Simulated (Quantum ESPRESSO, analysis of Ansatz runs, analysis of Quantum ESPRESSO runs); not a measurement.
# Reproducing a measured local vibrational mode: Li-H pair in ZnO (Quantum ESPRESSO)

Aim: the local vibrational mode of the Li-H pair in ZnO, to be set beside the measurement. Set-up: PBE, GBRV 1.5 PBE, 72-site cell, measured lattice, k: the zone centre alone. The model is a cell of 72 host atoms with Li put on another atom's site and H put in between. The frequencies come from force constants among the defect atom and its neighbours, with the masses of the isotopes named. The measured lattice removes the functional's error in the volume.

Measured beforehand: O-H stretch, 1H: 3577.3 cm⁻¹ at 10 K, by IR absorption (quoted in “Hydrogen-related defects in hydrothermally grown ZnO studied by Fourier Transform Infrared Spectroscopy”, 2010, Halvard Haug, quoting earlier work (2006)). O-D stretch, 2H: 2644.4 cm⁻¹, by IR absorption (quoted in “Hydrogen-related defects in hydrothermally grown ZnO studied by Fourier Transform Infrared Spectroscopy”, 2010, Halvard Haug, quoting earlier work (2006)).

Main program and level: Quantum ESPRESSO 7.5; Quantum ESPRESSO plane-wave DFT, PBE, GBRV 1.5 PBE potentials; relaxation of all atoms of a defect supercell.

## 1. Starting point

The cell holds 73 atoms: 35 Zn, 36 O, 1 Li and 1 H. Cell: a = 9.748 Å, b = 9.748 Å, c = 10.411 Å, α = 90.0°, β = 90.0°, γ = 120.0°. It derives from ZnO (space group P6_3mc). Nearest the centre at fractional (0.556, 0.444, 0.559): H73 at 0.65 Å, Li38 at 1.05 Å, O39 at 1.62 Å, O36 at 2.24 Å, O60 at 2.24 Å, O28 at 2.25 Å, Zn37 at 2.73 Å, Zn29 at 2.74 Å.

The host's primitive cell comes from a first run (Quantum ESPRESSO plane-wave DFT, PBE, GBRV 1.5 PBE potentials; relaxation of all atoms of a defect-free cell): vectors of 3.249, 3.249 and 5.206 Å. That is 11.90 Å³ an atom. The supercell is built on it.

## 2. Relaxation, charge 0

Every later number rests on the structure around the defect, so the atoms are relaxed at the host's lattice first.

The input, pw.in:

```
&CONTROL
  calculation = 'relax'
  prefix = 'pwscf'
  outdir = './tmp'
  pseudo_dir = './pseudo'
  tprnfor = .true.
  disk_io = 'low'
  nstep = 70
  forc_conv_thr = 0.00039
  etot_conv_thr = 0.0001
/
&SYSTEM
  ibrav = 0
  nat = 73
  ntyp = 4
  ecutwfc = 45
  ecutrho = 360
  nbnd = 464
  occupations = 'smearing'
  smearing = 'fd'
  degauss = 0.00073499
  nosym = .true.
/
&ELECTRONS
  conv_thr = 7d-08
  electron_maxstep = 100
  mixing_beta = 0.5
/
&IONS
  ion_dynamics = 'bfgs'
/
ATOMIC_SPECIES
Zn    65.3800 zn_pbe_v1.uspp.F.UPF
O     15.9990 o_pbe_v1.2.uspp.F.UPF
Li     6.9400 li_pbe_v1.4.uspp.F.UPF
H      1.0080 h_pbe_v1.4.uspp.F.UPF
CELL_PARAMETERS angstrom
   9.7479240000    0.0000000000    0.0000000000
  -4.8739620000    8.4419499000    0.0000000000
   0.0000000000    0.0000000000   10.4114180000
ATOMIC_POSITIONS crystal
Zn     0.1105257702    0.2212024980    0.2512220421
Zn     0.2217460529    0.1127222479    0.0002267097
O      0.2232717083    0.1098936680    0.1894628916
O      0.1118052578    0.2240912311    0.4388566159
Zn     0.1088811894    0.2206411401    0.7490095298
Zn     0.2208905330    0.1097015166    0.5009176000
O      0.2238533223    0.1104690848    0.6897350788
O      0.1113501159    0.2232498601    0.9417270476
Zn     0.1094864999    0.5537993038    0.2484061581
Zn     0.2203261920    0.4425864196   -0.0012854709
O      0.2228981273    0.4448874040    0.1881769312
O      0.1119417915    0.5541113005    0.4404682712
Zn     0.1119782042    0.5560121893    0.7477020132
Zn     0.2216806682    0.4431119536    0.4979055326
O      0.2221197147    0.4437028076    0.6918224754
O      0.1129927065    0.5563456390    0.9411741193
Zn     0.1109000321    0.8870155635    0.2504494441
Zn     0.2207976999    0.7760360207   -0.0017049592
O      0.2208785686    0.7763975942    0.1885790185
O      0.1088959580    0.8882556626    0.4394988958
Zn     0.1112940054    0.8894883179    0.7513448070
Zn     0.2224721830    0.7758625309    0.4994773497
O      0.2216784411    0.7781929246    0.6917709778
O      0.1106756677    0.8895104804    0.9382984789
Zn     0.4458748599    0.2228100095    0.2510162192
Zn     0.5565949556    0.1109252911    0.0010844007
O      0.5568512753    0.1111265623    0.1885201967
O      0.4429382801    0.2225561154    0.4389370364
Zn     0.4452701978    0.2207176609    0.7493520487
Zn     0.5564499780    0.1134526134    0.4993531993
O      0.5539508554    0.1102944468    0.6914285694
O      0.4437024932    0.2214970102    0.9382215021
Zn     0.4434783995    0.5533699932    0.2487577304
Zn     0.5565647206    0.4431247692   -0.0008318247
O      0.5547035764    0.4423984082    0.1909705255
O      0.4425376036    0.5539875276    0.4409995359
Zn     0.4445487904    0.5569590263    0.7480465560
Li     0.5564839065    0.4460484779    0.4576765255
O      0.5533763675    0.4438603132    0.7146140376
O      0.4424172516    0.5534803595    0.9400346995
Zn     0.4441570775    0.8867086885    0.2494760564
Zn     0.5566053292    0.7771037003    0.0007954965
O      0.5563469480    0.7779663047    0.1918156380
O      0.4443615969    0.8874270806    0.4386308574
Zn     0.4464815560    0.8898118992    0.7504661876
Zn     0.5557424768    0.7759711252    0.4987808853
O      0.5543939294    0.7785747586    0.6910826197
O      0.4440173988    0.8867004348    0.9396266674
Zn     0.7796641721    0.2243871629    0.2492843706
Zn     0.8880799313    0.1090938363    0.0004793757
O      0.8903530173    0.1134286209    0.1897374459
O      0.7774311088    0.2238711608    0.4391786652
Zn     0.7787352346    0.2243594705    0.7486672836
Zn     0.8896097790    0.1126866370    0.4980563145
O      0.8896458476    0.1109123340    0.6882772459
O      0.7768136884    0.2198666201    0.9400596178
Zn     0.7793158903    0.5556053032    0.2481929721
Zn     0.8869826313    0.4436937951   -0.0016352038
O      0.8908620672    0.4455102528    0.1889548388
O      0.7784093841    0.5572399248    0.4413518424
Zn     0.7801148230    0.5568479730    0.7497824582
Zn     0.8888893090    0.4425081987    0.5001243658
O      0.8903508478    0.4445206546    0.6886337304
O      0.7761778146    0.5552576231    0.9413519092
Zn     0.7794654400    0.8909685370    0.2487976380
Zn     0.8909437697    0.7784667455   -0.0014124157
O      0.8866769576    0.7771142963    0.1905647907
O      0.7772897350    0.8869631195    0.4410421932
Zn     0.7756645776    0.8869466160    0.7492315829
Zn     0.8911108016    0.7791822019    0.5000968862
O      0.8879829183    0.7755276725    0.6894503050
O      0.7756988620    0.8869094370    0.9402876695
H      0.5555487425    0.4438653562    0.6207834089
K_POINTS gamma
```

Launch:

```sh
OMP_NUM_THREADS=1 mpirun -n 8 pw.x -in pw.in > pw.out
```

The log of the run:

```text
This program is part of the open-source Quantum ESPRESSO suite
     for quantum simulation of materials; please cite
         "P. Giannozzi et al., J. Phys.:Condens. Matter 21 395502 (2009);
         "P. Giannozzi et al., J. Phys.:Condens. Matter 29 465901 (2017);
         "P. Giannozzi et al., J. Chem. Phys. 152 154105 (2020);
          URL
     in publications or presentations arising from this work. More details at

     gamma-point specific algorithms are used

     Subspace diagonalization in iterative solution of the eigenvalue problem:
     one sub-group per band group will be used
     scalapack distributed-memory algorithm (size of sub-group:  2*  2 procs)

     --------------------
     sticks:   dense  smooth     PW     G-vecs:    dense   smooth      PW
     Min        1052     526    129                83388    29466    3678
     Max        1055     528    132                83394    29472    3684
     Sum        8431    4219   1045               667145   235759   29455

     Using Slab Decomposition

     bravais-lattice index     =            0
     lattice parameter (alat)  =      18.4209  a.u.
     unit-cell volume          =    5781.7777 (a.u.)^3
     number of atoms/cell      =           73
     number of atomic types    =            4
     number of electrons       =       920.00
     number of Kohn-Sham states=          464
     kinetic-energy cutoff     =      45.0000  Ry
     charge density cutoff     =     360.0000  Ry
     scf convergence threshold =      7.0E-08
     mixing beta               =       0.5000
     number of iterations used =            8  plain     mixing
     energy convergence thresh.=      1.0E-04
     force convergence thresh. =      3.9E-04
     Exchange-correlation=  SLA  PW   PBX  PBC
                           (   1   4   3   4   0   0   0)
     nstep                     =           70

     celldm(1)=  18.420907  celldm(2)=   0.000000  celldm(3)=   0.000000
     celldm(4)=   0.000000  celldm(5)=   0.000000  celldm(6)=   0.000000

     crystal axes: (cart. coord. in units of alat)
               a(1) = (   1.000000   0.000000   0.000000 )
               a(2) = (  -0.500000   0.866025   0.000000 )
               a(3) = (   0.000000   0.000000   1.068065 )

     reciprocal axes: (cart. coord. in units 2 pi/alat)
               b(1) = (  1.000000  0.577350 -0.000000 )
               b(2) = (  0.000000  1.154701  0.000000 )
               b(3) = (  0.000000 -0.000000  0.936272 )

     PseudoPot. # 1 for Zn read from file:
     zn_pbe_v1.uspp.F.UPF
     Pseudo is Ultrasoft, Zval = 20.0
     Generated by new atomic code, or converted to UPF format
     Using radial grid of  943 points,  6 beta functions with:
                l(1) =   0
                l(2) =   0
                l(3) =   1
                l(4) =   1
                l(5) =   2
                l(6) =   2
     Q(r) pseudized with  8 coefficients,  rinner =    1.100   1.100   1.100
                                                       1.100   1.100

     PseudoPot. # 2 for O  read from file:
     o_pbe_v1.2.uspp.F.UPF
     Pseudo is Ultrasoft + core correction, Zval =  6.0
     Generated by new atomic code, or converted to UPF format
     Using radial grid of  737 points,  5 beta functions with:
                l(1) =   0
                l(2) =   0
                l(3) =   1
                l(4) =   1
                l(5) =   2
     Q(r) pseudized with  8 coefficients,  rinner =    0.900   0.900   0.900
                                                       0.900   0.900

     PseudoPot. # 3 for Li read from file:
     li_pbe_v1.4.uspp.F.UPF
     Pseudo is Ultrasoft, Zval =  3.0
     Generated by new atomic code, or converted to UPF format
     Using radial grid of  751 points,  5 beta functions with:
                l(1) =   0
                l(2) =   0
                l(3) =   0
                l(4) =   1
                l(5) =   1
     Q(r) pseudized with 10 coefficients,  rinner =    1.150   1.150   1.150

     PseudoPot. # 4 for H  read from file:
     h_pbe_v1.4.uspp.F.UPF
     Pseudo is Ultrasoft, Zval =  1.0
     Generated by new atomic code, or converted to UPF format
     Using radial grid of  615 points,  2 beta functions with:
                l(1) =   0
                l(2) =   0
     Q(r) pseudized with  8 coefficients,  rinner =    0.700

     atomic species   valence    mass     pseudopotential
     Zn               20.00    65.38000     Zn( 1.00)
     O                 6.00    15.99900     O ( 1.00)
     Li                3.00     6.94000     Li( 1.00)
     H                 1.00     1.00800     H ( 1.00)

     No symmetry found

   Cartesian axes

     site n.     atom                  positions (alat units)
         1        Zn     tau(   1) = (  -0.0000755   0.1915670   0.2683215  )
         2        Zn     tau(   2) = (   0.1653849   0.0976203   0.0002421  )
         3        O      tau(   3) = (   0.1683249   0.0951707   0.2023587  )
         4        O      tau(   4) = (  -0.0002404   0.1940687   0.4687275  )
         5        Zn     tau(   5) = (  -0.0014394   0.1910808   0.7999910  )
         6        Zn     tau(   6) = (   0.1660398   0.0950043   0.5350126  )
         7        O      tau(   7) = (   0.1686188   0.0956690   0.7366820  )
         8        O      tau(   8) = (  -0.0002748   0.1933401   1.0058258  )
         9        Zn     tau(   9) = (  -0.1674132   0.4796043   0.2653140  )
        10        Zn     tau(  10) = (  -0.0009670   0.3832911  -0.0013730  )
        11        O      tau(  11) = (   0.0004544   0.3852838   0.2009852  )
        12        O      tau(  12) = (  -0.1651139   0.4798745   0.4704488  )
        13        Zn     tau(  13) = (  -0.1660279   0.4815207   0.7985945  )
        14        Zn     tau(  14) = (   0.0001247   0.3837462   0.5317956  )
        15        O      tau(  15) = (   0.0002683   0.3842579   0.7389115  )
        16        O      tau(  16) = (  -0.1651801   0.4818095   1.0052353  )
        17        Zn     tau(  17) = (  -0.3326077   0.7681780   0.2674963  )
        18        Zn     tau(  18) = (  -0.1672203   0.6720669  -0.0018210  )
        19        O      tau(  19) = (  -0.1673202   0.6723800   0.2014147  )
        20        O      tau(  20) = (  -0.3352319   0.7692520   0.4694135  )
        21        Zn     tau(  21) = (  -0.3334502   0.7703195   0.8024852  )
        22        Zn     tau(  22) = (  -0.1654591   0.6719167   0.5334744  )
        23        O      tau(  23) = (  -0.1674180   0.6739348   0.7388565  )
        24        O      tau(  24) = (  -0.3340796   0.7703387   1.0021639  )
[...]
atom    5 type  1   force =    -0.00017657    0.00001201    0.00007352
     atom    6 type  1   force =    -0.00004386   -0.00022831    0.00010560
     atom    7 type  2   force =     0.00013032    0.00003944   -0.00001166
     atom    8 type  2   force =     0.00008461    0.00008956   -0.00000459
     atom    9 type  1   force =     0.00000730   -0.00005306   -0.00002350
     atom   10 type  1   force =     0.00014690    0.00004619    0.00011336
     atom   11 type  2   force =    -0.00011718    0.00000825   -0.00009205
     atom   12 type  2   force =     0.00012513   -0.00018584   -0.00001519
     atom   13 type  1   force =     0.00004549    0.00021332    0.00006184
     atom   14 type  1   force =    -0.00007604    0.00005263    0.00000245
     atom   15 type  2   force =     0.00006710   -0.00000783    0.00005177
     atom   16 type  2   force =    -0.00010893   -0.00016671    0.00016930
[...]
Total force =     0.001840     Total SCF correction =     0.000087
     Energy error            =      7.6E-06 Ry
     Gradient error          =      5.8E-04 Ry/Bohr

     number of scf cycles    =  24
     number of bfgs steps    =  23

     energy             old  =  -17334.9380521383 Ry
     energy             new  =  -17334.9380597341 Ry

     CASE: energy            _new < energy            _old

     new trust radius        =       0.0025211008 bohr
     new conv_thr            =       0.0000000007 Ry

ATOMIC_POSITIONS (crystal)
Zn               0.1105326588        0.2215766297        0.2513967806
Zn               0.2204142192        0.1096824024        0.0000688780
O                0.2202255311        0.1096073436        0.1895634555
O                0.1108759957        0.2217853458        0.4410351446
Zn               0.1104418046        0.2215428828        0.7492044945
Zn               0.2276950571        0.1149465839        0.4983556681
O                0.2225475660        0.1114664621        0.6901875519
O                0.1108186566        0.2216980968        0.9395649505
Zn               0.1111947372        0.5553758436        0.2526207225
Zn               0.2204046091        0.4433218299        0.0000206188
O                0.2201660468        0.4432303854        0.1895076139
O                0.1104993833        0.5540199831        0.4423424562
Zn               0.1109187460        0.5549411776        0.7478853599
Zn               0.2275968085        0.4455076490        0.4983591561
O                0.2225390834        0.4437442167        0.6901530715
O                0.1113356755        0.5556968718        0.9386503607
[...]
NEW-OLD atomic charge density approx. for the potential

     Check: negative core charge=   -0.000002

     Self-consistent Calculation

     iteration #  1     ecut=    45.00 Ry     beta= 0.50
     Davidson diagonalization with overlap
     ethr =  1.00E-06,  avg # of iterations =  3.0

     Threshold (ethr) on eigenvalues was too large:
     Diagonalizing with lowered threshold

     Davidson diagonalization with overlap
     ethr =  2.11E-10,  avg # of iterations =  5.0

     total energy              =  -17334.93806423 Ry
     estimated scf accuracy    <       0.00000312 Ry

     iteration #  2     ecut=    45.00 Ry     beta= 0.50
     Davidson diagonalization with overlap
     ethr =  3.39E-10,  avg # of iterations =  2.0

     total energy              =  -17334.93806458 Ry
     estimated scf accuracy    <       0.00000043 Ry

     iteration #  3     ecut=    45.00 Ry     beta= 0.50
     Davidson diagonalization with overlap
     ethr =  4.64E-11,  avg # of iterations =  3.0

     total energy              =  -17334.93806466 Ry
     estimated scf accuracy    <       0.00000013 Ry

     iteration #  4     ecut=    45.00 Ry     beta= 0.50
     Davidson diagonalization with overlap
     ethr =  1.39E-11,  avg # of iterations =  3.0

     total energy              =  -17334.93806468 Ry
     estimated scf accuracy    <       0.00000001 Ry

     iteration #  5     ecut=    45.00 Ry     beta= 0.50
     Davidson diagonalization with overlap
     ethr =  1.36E-12,  avg # of iterations =  4.0

     total energy              =  -17334.93806468 Ry
     estimated scf accuracy    <          3.1E-09 Ry

     iteration #  6     ecut=    45.00 Ry     beta= 0.50
     Davidson diagonalization with overlap
     ethr =  3.33E-13,  avg # of iterations =  3.0

     End of self-consistent calculation

          k = 0.0000 0.0000 0.0000 ( 14728 PWs)   bands (ev):

  -115.0520-115.0516-115.0515-114.9194-114.8311-114.8308-114.8299-114.8297
  -114.8296-114.8295-114.8229-114.8228-114.8226-114.8144-114.8135-114.8132
  -114.8111-114.8054-114.8008-114.8007-114.8002-114.7972-114.7970-114.7967
  -114.7755-114.7751-114.7750-114.7264-114.6920-114.6421-114.6420-114.6413
  -114.6411-114.6406-114.6404 -69.2882 -69.2878 -69.2876 -69.2333 -69.2327
[...]
6.6887   6.6992   6.7560   6.7572   6.7573   6.7788   6.7838   6.7840
     6.8149   6.9492   6.9492   7.0942   7.2389   7.2391   7.2444   7.2854
     7.2856   7.2951   7.2953   7.3031   7.3149   7.3152   7.3295   7.3296
     7.3471   7.3794   7.4151   7.4226   7.4227   7.4360   7.4438   7.4439
     7.4455   7.4589   7.4591   7.4951   7.5341   7.5347   7.5547   7.7269
     7.8260   7.8262   7.8476   7.8478   7.8817   7.9262   7.9266   7.9948
     7.9953   8.0716   8.0827   8.0829   8.1365   8.2184   8.2185   8.3071
     8.3071   8.5676   8.6699   8.6699   9.5338  12.1280  12.2121  12.8881

     the Fermi energy is     8.9837 ev

!    total energy              =  -17334.93806468 Ry
     estimated scf accuracy    <          2.1E-10 Ry
     smearing contrib. (-TS)   =      -0.00000000 Ry
     internal energy E=F+TS    =  -17334.93806468 Ry

     The total energy is F=E-TS. E is the sum of the following terms:
     one-electron contribution =  -14333.92849944 Ry
     hartree contribution      =    7549.26972887 Ry
     xc contribution           =   -1748.76242023 Ry
     ewald contribution        =   -8801.51687388 Ry

     convergence has been achieved in   6 iterations

     Forces acting on atoms (cartesian axes, Ry/au):

[...]
atom   66 type  1   force =     0.00005669    0.00001497    0.00005947
     atom   67 type  2   force =     0.00002852    0.00002819   -0.00013653
     atom   68 type  2   force =    -0.00010365    0.00009683    0.00002188
     atom   69 type  1   force =     0.00006626    0.00012473    0.00009935
     atom   70 type  1   force =     0.00009145    0.00009177    0.00005192
     atom   71 type  2   force =    -0.00003326   -0.00017122    0.00013049
     atom   72 type  2   force =     0.00011597   -0.00006646    0.00002681
     atom   73 type  4   force =    -0.00001300    0.00000860    0.00010711

     Total force =     0.001407     Total SCF correction =     0.000055
     Energy error            =      4.9E-06 Ry
     Gradient error          =      2.6E-04 Ry/Bohr

     bfgs converged in  25 scf cycles and  24 bfgs steps
     (criteria: energy <  1.0E-04 Ry, force <  3.9E-04 Ry/Bohr)

     End of BFGS Geometry Optimization

     Final energy             =  -17334.9380646839 Ry

     File ./tmp/pwscf.bfgs deleted, as requested
Begin final coordinates

ATOMIC_POSITIONS (crystal)
[...]
Zn               0.8898272786        0.7791194956       -0.0000214453
O                0.8900961991        0.7795385698        0.1894833638
O                0.7778902676        0.8887987842        0.4409636039
Zn               0.7779613317        0.8891688305        0.7491789382
Zn               0.8849319904        0.7721896029        0.4983372809
O                0.8880956299        0.7770990121        0.6901481160
O                0.7777666001        0.8886823533        0.9395107815
H                0.5550778504        0.4435471745        0.6073142230
End final coordinates

=------------------------------------------------------------------------------=
   JOB DONE.
=------------------------------------------------------------------------------=
```

The job ended after 40 min (8 MPI ranks of Arm Neoverse N1, shared host; peak memory 2.8 GiB).

(Continued in part 2 of 2.)

[Logs are printed without paths, hosts, clocks, repeated set-up lines and the standing remarks that a program may print on its own settings, such as how far it seeks lower states.]

[Hosts, paths, dates, database ids (printed as entryN), source tags and the programs' standing remarks are cut or masked in the printed files.]

[For some hosts the program warned that the k-mesh of the response run may be too coarse for force constants and the static dielectric constant; such warnings are not shown here.]
